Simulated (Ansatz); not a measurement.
# Sc (P6_3/mmc, 2 atoms in the cell): modes against biaxial strain in the (0001) plane, that of a and b, part 2 of 2

Wanted: the shifts of the zone-centre modes of Sc (P6_3/mmc, 2 atoms in the cell) with strain.

Ansatz 0.2.0; DFT PBEsol, scalar-relativistic, plane waves, PAW; PAW set soft_1.

So far. Step 3 (Tight relaxation): The forces vanish by symmetry and the pressure is -0.002 GPa, within the tolerances set. The cell now holds 23.63 Å³/atom.

### 4. Zone-centre response at rest

Phonons follow from the second derivative of the energy, found here by linear response.

The modes at rest are the reference of the series.

Contents of input.yaml:

```yaml
crystal:
  lattice:
    - [3.2776799781, 0.0, 0.0]
    - [-1.638839989, 2.8385541265, 0.0]
    - [0.0, 0.0, 5.080351353]
  atoms:
    - { symbol: Sc, position: [0.3333333333, 0.6666666667, 0.25] }
    - { symbol: Sc, position: [0.6666666667, 0.3333333333, 0.75] }
kpoints:
  mp_grid: { grid: [15, 15, 8] }
hamiltonian:
  xc: pbesol
  pseudopotentials: { kind: paw, azcp: { folder: soft_1 }, xc_functional: pbe }
scf:
  occupations: { method: methfessel_paxton, width: 0.2 }
output:
  eigenvalues: true
phonons:
  method: dfpt
```

On the command line:

```bash
$ ansatz run input.yaml --threads 4 --pin off --max-ram 10240MiB --backend cpu --events-out ev --progress --plain --runs-dir out
```

Numbers of over 12 decimals in the logs are rounded to 6 here.

Log:

```text
zone centre: on kpoints.mp_grid the ground state, and the responses unless they are solved on pairs of k-points, stand on 320 of the mesh's 1800 k-points, reduced under 4 symmetry operations, with k and −k counted as one. Each operation leaves every solved displacement unchanged or reverses it
[...]
Crystal: 2 atoms, lattice volume = 47.267 Å³
Basis set: ecut = 420 eV, 953 PW (Γ), exchange–correlation on 48×48×72 points (8 copies of the dense FFT grid, shifted against one another)
Bands: 15, of which v1, the nominal top of the filled ones, is band 11 counted from 1 (10 counted from 0)
Symmetry: 24 space group operations
k-points: 320 of 1800 (irreducible under 4 space group operations, time reversal used)
[...]
SCF iter   1: F=—  HF=-4222.887241 eV  |F-HF|=—  |Δ(HF+E_count)|=         —  Δρ=2.58e-2  dr2=4.02e-1  ethr=3.10e-3  ⟨swp⟩=3.1  Hψ=17479  notcnv=0
[...]
SCF iter   8: F=-4222.743206 eV  HF=-4222.743206 eV  |F-HF|=5.46e-12  |Δ(HF+E_count)|=  2.18e-11  S|Δr|=    0.00e0  Δρ=1.18e-7  dr2=6.14e-12  ethr=1.00e-12  ⟨swp⟩=3.1  Hψ=18595  notcnv=0
SCF 1 converged in 8 iterations: F = -4222.743206 eV  dr2 = 6.14e-12
[...]
DFPT response loops at Γ: preconditioner auto → Kerker (q_TF=auto, 2.402 Å⁻¹) (partly filled bands, converged f_vac=0.000); β = 1.00, the filter's whole step (`scf.mixing.beta` (0.50) is not read by the response loops under this deck's `scf.mixing.preconditioner`; to damp them name `kerker` or `kerker_dos`, under which they read `scf.mixing.beta`, and type it under 1.00, their step now; both keys bind the ground state too); Broyden in place of MSR1
SCF converged after 8 iterations
[...]
Free energy (F): -4222.743206 eV
[...]
Internal energy: -4222.739170 eV  (E = F + TS)
E sigma→0 (E₀):  -4222.742197 eV
Entropy (-TS):   -0.004036 eV (-2.018 meV/atom)
Fermi energy:    9.494632 eV
[...]
--- Band table (eV; the first three rows and the last of 320) ---
  k-point 0: bands = [... 7 lower, -18.0449, 4.2933, 7.8057, 10.2492, 11.1316, 11.1316, 11.4419, 11.6178]
  k-point 1: bands = [... 7 lower, -18.0653, 4.4042, 7.6716, 10.1829, 11.0697, 11.0697, 11.3658, 11.5450]
  k-point 2: bands = [... 7 lower, -18.0927, 4.7288, 7.2527, 10.1311, 10.9841, 10.9841, 11.1523, 11.3722]
  k-point 319: bands = [... 7 lower, -18.1403, 8.0951, 8.0951, 9.6505, 9.6505, 10.2798, 10.2798, 11.8182]
--- Phonons (Γ-DFPT): 2 representative perturbations + reference, on 320 of 1800 k-points (Σ response iterations 6) ---
  k mesh reduced under 4 symmetry operations, with k and −k counted as one. Each operation leaves every solved displacement unchanged or reverses it
  ASR residual: 6.904e-5 → 0.000e0 eV/Å²; symmetrization residual: 2.258e-10 eV/Å²
  ASR residual per site (eV/Å²): 6.90e-5 6.90e-5
  Γ frequencies (cm⁻¹): 0.00 0.00 0.00 135.08 135.08 235.43
  non-analytic LO–TO correction: not included (Born effective charges unavailable; polar crystals: no LO–TO splitting at Γ)
```

It took 43 s on 4 threads of Intel Xeon at 2.50GHz (Skylake/Cascade Lake), shared host; peak memory 1 GiB; 2.2 min of CPU time.

Numbers from this step:

```yaml
sum_rule_residual_before_enforcement: 6.90e-5 eV/Å²
point_group: 6/mmm
highest_optical_mode_at_the_zone_centre_no_lo_to_term: 235.4 cm⁻¹
lowest_optical_zone_centre_mode: 135.1 cm⁻¹
```

Patterns of degenerate modes are one choice out of their space. Modes at Γ:

```
mode  frequency (cm⁻¹)  symmetry
   1               0.0  acoustic
   2               0.0  acoustic
   3               0.0  acoustic
   4             135.1       E2g
   5             135.1       E2g
   6             235.4       B1g
```

Displacements in mode 5 (135.1 cm⁻¹), the largest set to 1:
```
Sc1  0.00  1.00  0.00
Sc2  0.00 -1.00  0.00
```

Displacements in mode 6 (235.4 cm⁻¹), the largest set to 1:
```
Sc1  0.00  0.00  1.00
Sc2  0.00  0.00 -1.00
```

Before it was imposed, the acoustic sum rule was missed by 6.9e-5 eV/Å². Small misses are needed for a sound result but don't prove that mesh and cutoff are converged. The lowest optical mode is real, 135 cm⁻¹.

### 5. Relaxation of a member: biaxial strain of +4 % in the (0001) plane, that of a and b

The cell takes a biaxial strain of +4 % in the (0001) plane, that of a and b. The strained lengths are held, while the rest of the cell and the atoms relax.

input.yaml, the sections that differ from step 4:

```yaml
crystal:
  lattice:
    - [3.4087871772, 0.0, 0.0]
    - [-1.7043935886, 2.9520962915, 0.0]
    - [0.0, 0.0, 5.0011497237]
  atoms:
    - { symbol: Sc, position: [0.3333333333, 0.6666666667, 0.25] }
    - { symbol: Sc, position: [0.6666666667, 0.3333333333, 0.75] }
output:
  forces: true
  stress: true
  eigenvalues: true
relax:
  adjacent_minimum: "off"
  f_tol: 0.001
  max_steps: 60
  cell: { stress_tol: 0.01, fix: [a, b, gamma] }
# kpoints, hamiltonian, scf: as in step 4
# phonons: removed
```

Log:

```text
[...]
Crystal: 2 atoms, lattice volume = 50.327 Å³
Basis set: ecut = 420 eV, 977 PW (Γ), exchange–correlation on 48×48×72 points (8 copies of the dense FFT grid, shifted against one another)
Bands: 15, of which v1, the nominal top of the filled ones, is band 11 counted from 1 (10 counted from 0)
Symmetry: 24 space group operations
[...]
k-points: 135 of 1800
[...]
k-point 134: bands = [... 7 lower, -18.9411, 8.4066, 8.4066, 8.6930, 8.6930, 9.0813, 9.0813, 11.2562]
--- Relaxed structure (3 steps of the walk, 3 accepted, 1 SCFs on fresh bases) ---
[...]
cell:  # Å, volume = 50.0730 Å³
    - [3.408787, 0, 0]
    - [-1.704394, 2.952096, -2.755993075440527e-19]
    - [0, -4.668931039725249e-19, 4.975917]
  atoms:
    - { symbol: Sc, position: [0.333333, 0.666667, 0.250000] }
    - { symbol: Sc, position: [0.666667, 0.333333, 0.750000] }
[key lines of the parts left out:]
SCF converged after 4 iterations
Free energy (F): -4222.686283 eV
Fermi energy:    8.820113 eV
P = ⅓ Tr σ = -3.0269 GPa (-30.269 kbar)
```

It took 15 s on 4 threads; peak memory 0.45 GiB; 48 s of CPU time.

Relaxation path:

```
step  energy less that of the first step (eV)  largest force component (eV/Å)  pressure (GPa)  volume (Å³)
   1                                   0.0000                          0.0000           -3.26        50.33
   2                                  -0.0004                          0.0000           -3.04        50.08
   3                                  -0.0004                          0.0000           -3.03        50.07
  4*                                  -0.0004                          0.0000           -3.03        50.07
```

Relaxation steps marked * repeat the geometry before them on a plane-wave basis chosen anew for their cell, so energy and pressure can jump there.

Forces are held to the 24 operations that the run works with; a distortion that breaks them can't arise in this run.

```
conventional cell, symmetrised  before  after  change
                         a (Å)   3.409  3.409  -0.0 %
                         b (Å)   3.409  3.409  -0.0 %
                         c (Å)   5.001  4.976  -0.5 %
              volume (Å³/atom)   25.16  25.04  -0.5 %
```

Final coordinates:

```xyz
2
Lattice="3.4088 0.0000 0.0000 -1.7044 2.9521 0.0000 0.0000 0.0000 4.9759" Properties=species:S:1:pos:R:3 pbc="T T T"
Sc    0.0000    1.9681    1.2440
Sc    1.7044    0.9840    3.7319
```

Numbers from this step:

- pressure: -3.027 GPa
- volume per atom: 25.04 Å³

The forces vanish by symmetry.

### 6. Modes of this member: biaxial strain of +4 % in the (0001) plane, that of a and b

The zone-centre modes follow for biaxial strain of +4 % in the (0001) plane, that of a and b.

input.yaml, the sections that differ from step 5:

```yaml
crystal:
  lattice:
    - [3.4087871772, 0.0, 0.0]
    - [-1.7043935886, 2.9520962915, 0.0]
    - [0.0, 0.0, 4.9759173284]
  atoms:
    - { symbol: Sc, position: [0.3333333333, 0.6666666667, 0.25] }
    - { symbol: Sc, position: [0.6666666667, 0.3333333333, 0.75] }
output:
  eigenvalues: true
phonons:
  method: dfpt
# kpoints, hamiltonian, scf: as in step 5
# relax: removed
```

Log:

```text
[...]
Crystal: 2 atoms, lattice volume = 50.073 Å³
Basis set: ecut = 420 eV, 977 PW (Γ), exchange–correlation on 48×48×72 points (8 copies of the dense FFT grid, shifted against one another)
Bands: 15, of which v1, the nominal top of the filled ones, is band 11 counted from 1 (10 counted from 0)
Symmetry: 24 space group operations
k-points: 320 of 1800 (irreducible under 4 space group operations, time reversal used)
[...]
SCF iter   1: F=—  HF=-4222.835318 eV  |F-HF|=—  |Δ(HF+E_count)|=         —  Δρ=2.56e-2  dr2=4.29e-1  ethr=3.10e-3  ⟨swp⟩=3.1  Hψ=17453  notcnv=0
[...]
SCF iter   8: F=-4222.686283 eV  HF=-4222.686283 eV  |F-HF|=9.09e-13  |Δ(HF+E_count)|=  2.36e-11  S|Δr|=    0.00e0  Δρ=1.29e-8  dr2=4.54e-14  ethr=1.00e-12  ⟨swp⟩=3.1  Hψ=18841  notcnv=0
[...]
SCF 1 converged in 8 iterations: F = -4222.686283 eV  dr2 = 4.54e-14
[...]
SCF converged after 8 iterations
[...]
Free energy (F): -4222.686283 eV
[...]
Internal energy: -4222.681287 eV  (E = F + TS)
E sigma→0 (E₀):  -4222.685034 eV
Entropy (-TS):   -0.004996 eV (-2.498 meV/atom)
Fermi energy:    8.820113 eV
Step filling:    the computed levels leave a gap of 0.0000 eV = 0.0 smearing widths at the electron count; against every level under it full and every level over it empty, smearing changes F+E_penalty+E_count by -1.981 meV and its σ→0 estimate by -0.732 meV
[...]
--- Band table (eV; the first three rows and the last of 320) ---
  k-point 0: bands = [... 7 lower, -18.8721, 3.7509, 7.3132, 9.9188, 10.3301, 10.3301, 10.8631, 10.8631]
  k-point 1: bands = [... 7 lower, -18.8909, 3.8656, 7.1948, 9.8050, 10.2265, 10.2265, 10.7703, 10.7703]
  k-point 2: bands = [... 7 lower, -18.9442, 4.2016, 6.7976, 9.6751, 10.1048, 10.1048, 10.5532, 10.5532]
  k-point 319: bands = [... 7 lower, -18.9533, 7.4710, 7.4710, 8.9672, 8.9672, 9.6065, 9.6065, 11.0011]
[...]
ASR residual: 1.110e-5 → 0.000e0 eV/Å²; symmetrization residual: 2.357e-13 eV/Å²
  ASR residual per site (eV/Å²): 1.11e-5 1.11e-5
  Γ frequencies (cm⁻¹): 0.00 0.00 0.00 142.35 142.35 243.97
[...]
```

The job ended after 43 s (4 threads; peak memory 1.1 GiB; 2.3 min of CPU time).

This step gave:

| Property | Result |
| --- | --- |
| sum-rule residual before enforcement | 1.11e-5 eV/Å² |
| highest optical mode at the zone centre (no LO-TO term) | 244.0 cm⁻¹ |
| lowest optical zone-centre mode | 142.3 cm⁻¹ |

Patterns of degenerate modes are one choice out of their space. Modes at Γ:

```
mode  frequency (cm⁻¹)  symmetry
   1               0.0  acoustic
   2               0.0  acoustic
   3               0.0  acoustic
   4             142.3       E2g
   5             142.3       E2g
   6             244.0       B1g
```

The lowest optical mode is real, 142 cm⁻¹, and the highest lies at 244.0 cm⁻¹.

For the highest optical mode at the zone centre (no LO-TO term), step 4 gave 235 cm⁻¹; this run, with strain 4 %, gives 244 cm⁻¹ (+4 %).

### 7. Relaxation of a member: biaxial strain of -4 % in the (0001) plane, that of a and b

The cell takes a biaxial strain of -4 % in the (0001) plane, that of a and b. The strained lengths are held, while the rest of the cell and the atoms relax.

input.yaml, the sections that differ from step 6:

```yaml
crystal:
  lattice:
    - [3.1465727789, 0.0, 0.0]
    - [-1.5732863895, 2.7250119614, 0.0]
    - [0.0, 0.0, 5.1751289954]
  atoms:
    - { symbol: Sc, position: [0.3333333333, 0.6666666667, 0.25] }
    - { symbol: Sc, position: [0.6666666667, 0.3333333333, 0.75] }
output:
  forces: true
  stress: true
  eigenvalues: true
relax:
  adjacent_minimum: "off"
  f_tol: 0.001
  max_steps: 60
  cell: { stress_tol: 0.01, fix: [a, b, gamma] }
# kpoints, hamiltonian, scf: as in step 6
# phonons: removed
```

Log:

```text
[...]
Crystal: 2 atoms, lattice volume = 44.374 Å³
Basis set: ecut = 420 eV, 869 PW (Γ), exchange–correlation on 48×48×72 points (8 copies of the dense FFT grid, shifted against one another)
Bands: 15, of which v1, the nominal top of the filled ones, is band 11 counted from 1 (10 counted from 0)
Symmetry: 24 space group operations
[...]
k-points: 135 of 1800
[...]
k-point 134: bands = [... 7 lower, -17.3176, 9.7599, 9.7599, 10.0210, 10.0210, 10.5370, 10.5370, 12.6675]
--- Relaxed structure (2 steps of the walk, 2 accepted, 1 SCFs on fresh bases) ---
[...]
cell:  # Å, volume = 44.7017 Å³
    - [3.146573, 2.8867627548048602e-11, 0]
    - [-1.573286, 2.725012, 0]
    - [0, 0.0, 5.213359]
  atoms:
    - { symbol: Sc, position: [0.333333, 0.666667, 0.250000] }
    - { symbol: Sc, position: [0.666667, 0.333333, 0.750000] }
[key lines of the parts left out:]
SCF converged after 6 iterations
Free energy (F): -4222.679117 eV
Fermi energy:    10.180868 eV
P = ⅓ Tr σ = 3.7124 GPa (37.124 kbar)
```

Elapsed: 10 s, on 4 threads; peak memory 0.44 GiB; 35 s of CPU time.

Step by step:

```
step  energy less that of the first step (eV)  largest force component (eV/Å)  pressure (GPa)  volume (Å³)
   1                                   0.0000                          0.0000            4.20        44.37
   2                                  -0.0008                          0.0000            3.71        44.70
  3*                                  -0.0008                          0.0000            3.71        44.70
```

Relaxation steps marked * repeat the geometry before them on a plane-wave basis chosen anew for their cell, so energy and pressure can jump there.

The run keeps the 24 symmetry operations that it works with, so distortions that break them were not tested.

```
conventional cell, symmetrised  before  after  change
                         a (Å)   3.147  3.147  -0.0 %
                         b (Å)   3.147  3.147  -0.0 %
                         c (Å)   5.175  5.213  +0.7 %
              volume (Å³/atom)   22.19  22.35  +0.7 %
```

The relaxed structure:

```xyz
2
Lattice="3.1466 0.0000 0.0000 -1.5733 2.7250 0.0000 0.0000 0.0000 5.2134" Properties=species:S:1:pos:R:3 pbc="T T T"
Sc    0.0000    1.8167    1.3033
Sc    1.5733    0.9083    3.9100
```

Numbers from this step:

| Item | Value |
| --- | --- |
| pressure | 3.712 GPa |
| volume per atom | 22.35 Å³ |

The forces vanish by symmetry.

The cell grew by 0.7 % in volume.

### 8. Zone-centre modes of the member: biaxial strain of -4 % in the (0001) plane, that of a and b

The zone-centre modes follow for biaxial strain of -4 % in the (0001) plane, that of a and b.

input.yaml, the sections that differ from step 7:

```yaml
crystal:
  lattice:
    - [3.1465727789, 0.0, 0.0]
    - [-1.5732863895, 2.7250119614, 0.0]
    - [0.0, 0.0, 5.2133592429]
  atoms:
    - { symbol: Sc, position: [0.3333333333, 0.6666666667, 0.25] }
    - { symbol: Sc, position: [0.6666666667, 0.3333333333, 0.75] }
output:
  eigenvalues: true
phonons:
  method: dfpt
# kpoints, hamiltonian, scf: as in step 7
# relax: removed
```

Log:

```text
[...]
Crystal: 2 atoms, lattice volume = 44.702 Å³
Basis set: ecut = 420 eV, 881 PW (Γ), exchange–correlation on 48×48×72 points (8 copies of the dense FFT grid, shifted against one another)
Bands: 15, of which v1, the nominal top of the filled ones, is band 11 counted from 1 (10 counted from 0)
Symmetry: 24 space group operations
k-points: 320 of 1800 (irreducible under 4 space group operations, time reversal used)
[...]
k-point 1: bands = [... 7 lower, -17.2157, 4.9700, 8.1437, 10.5387, 11.7297, 11.9107, 11.9107, 12.3078]
  k-point 2: bands = [... 7 lower, -17.2229, 5.2801, 7.7091, 10.5571, 11.5352, 11.8648, 11.8648, 12.1824]
  k-point 319: bands = [... 7 lower, -17.3249, 8.7460, 8.7460, 10.3362, 10.3362, 10.9805, 10.9805, 12.6257]
[...]
ASR residual: 1.133e-5 → 0.000e0 eV/Å²; symmetrization residual: 1.803e-10 eV/Å²
  ASR residual per site (eV/Å²): 1.13e-5 1.13e-5
  Γ frequencies (cm⁻¹): 0.00 0.00 0.00 121.30 121.30 215.05
[...]
[key lines of the parts left out:]
SCF converged after 9 iterations
Free energy (F): -4222.679117 eV
Fermi energy:    10.180868 eV
```

Elapsed: 33 s, on 4 threads; peak memory 1 GiB.

This step gave:

```
sum-rule residual before enforcement                    : 1.13e-5 eV/Å²
highest optical mode at the zone centre (no LO-TO term) : 215.1 cm⁻¹
lowest optical zone-centre mode                         : 121.3 cm⁻¹
```

Patterns of degenerate modes are one choice out of their space. Modes at Γ:

```
mode  frequency (cm⁻¹)  symmetry
   1               0.0  acoustic
   2               0.0  acoustic
   3               0.0  acoustic
   4             121.3       E2g
   5             121.3       E2g
   6             215.1       B1g
```

The lowest optical mode is real, 121 cm⁻¹, and the highest lies at 215.1 cm⁻¹.

For the highest optical mode at the zone centre (no LO-TO term), step 4 gave 235 cm⁻¹; this run, with strain -4 %, gives 215 cm⁻¹ (-9 %).

### 9. The series together

The members are set side by side, also those not shown above.

Stress is positive in compression; energies are extrapolated to zero smearing, and E0 is that at rest; the edges not held and the atoms are relaxed in each cell; all runs use 15×15×8 k points and Methfessel-Paxton smearing of 0.2 eV. State of the crystal along the series:

```
strain (%)  in-plane stress (GPa)  free strain along c (%)  E - E0 (meV/atom)
        -4                  5.565                    2.618              32.31
        -3                  4.144                    1.866              18.06
        -2                  2.723                    1.187              7.949
        -1                  1.333                   0.5714              1.963
         0               -1.49e-4                        0                  0
         1                  -1.26                  -0.5402                1.9
         2                 -2.441                    -1.05              7.451
         3                 -3.533                   -1.559              16.42
         4                  -4.54                   -2.056              28.58
```

Optical modes are counted from below at rest and tracked from member to member by their patterns, and modes that stay within 0.3 cm⁻¹ of each other stand once; labels, where given, are those at rest; the edges not held and the atoms are relaxed in each cell; all runs use 15×15×8 k points and Methfessel-Paxton smearing of 0.2 eV. Optical modes along the series:

```
strain (%)  optical mode 1 E2g (cm⁻¹)  optical mode 2 B1g (cm⁻¹)
        -4                      121.3                      215.1
        -3                      125.5                      221.8
        -2                      129.2                      227.4
        -1                      132.4                      231.8
         0                      135.1                      235.4
         1                      137.3                      238.3
         2                      139.2                      240.5
         3                      140.9                      242.4
         4                      142.3                        244
```

Value and slope at zero strain of a cubic (a lower polynomial where under five rows exist) through the rows within 2 % of rest. Slopes at rest:

```
              mode  frequency (cm⁻¹)  shift per percent of strain (cm⁻¹)  shift per GPa of compressive stress (cm⁻¹)
optical mode 1 E2g             135.1                                2.47                                        -1.9
optical mode 2 B1g             235.4                                 3.2                                       -2.47
```

### 10. Outcome

```
members                                                          : 9
highest optical mode at the zone centre (no LO-TO term), at rest : 235.4 cm⁻¹
biaxial modulus in the (0001) plane, that of a and b             : 130 GPa
optical mode 1 E2g, shift per percent                            : 2.47 cm⁻¹
optical mode 2 B1g, shift per percent                            : 3.20 cm⁻¹
```

**Reading.** The stress changes by 1.30 GPa for each percent, a biaxial modulus of 130 GPa in the (0001) plane, that of a and b. For each percent the free edge responds with -0.55 %. Within 2 % of rest optical mode 2 B1g bends away from a straight line, so a single slope holds only near rest. These are harmonic frequencies at zero temperature: anharmonic shifts, linewidths and thermal expansion are left out. With no gap, or one that is small against the smearing, the frequencies hang on the k mesh and the smearing, most of all near Kohn anomalies. The PAW files were made for PBE; the program adapts parts of them to the functional of the run, but their partial waves stay those of PBE, an approximation that was not tested in this session. Only the zone centre was solved, so an instability at another wavevector cannot show here.

[Logs are printed without paths, hosts, clocks, repeated set-up lines and the standing remarks that a program may print on its own settings, such as how far it seeks lower states.]

[Hosts, paths, dates, database ids (printed as entryN), source tags and the programs' standing remarks are cut or masked in the printed files.]
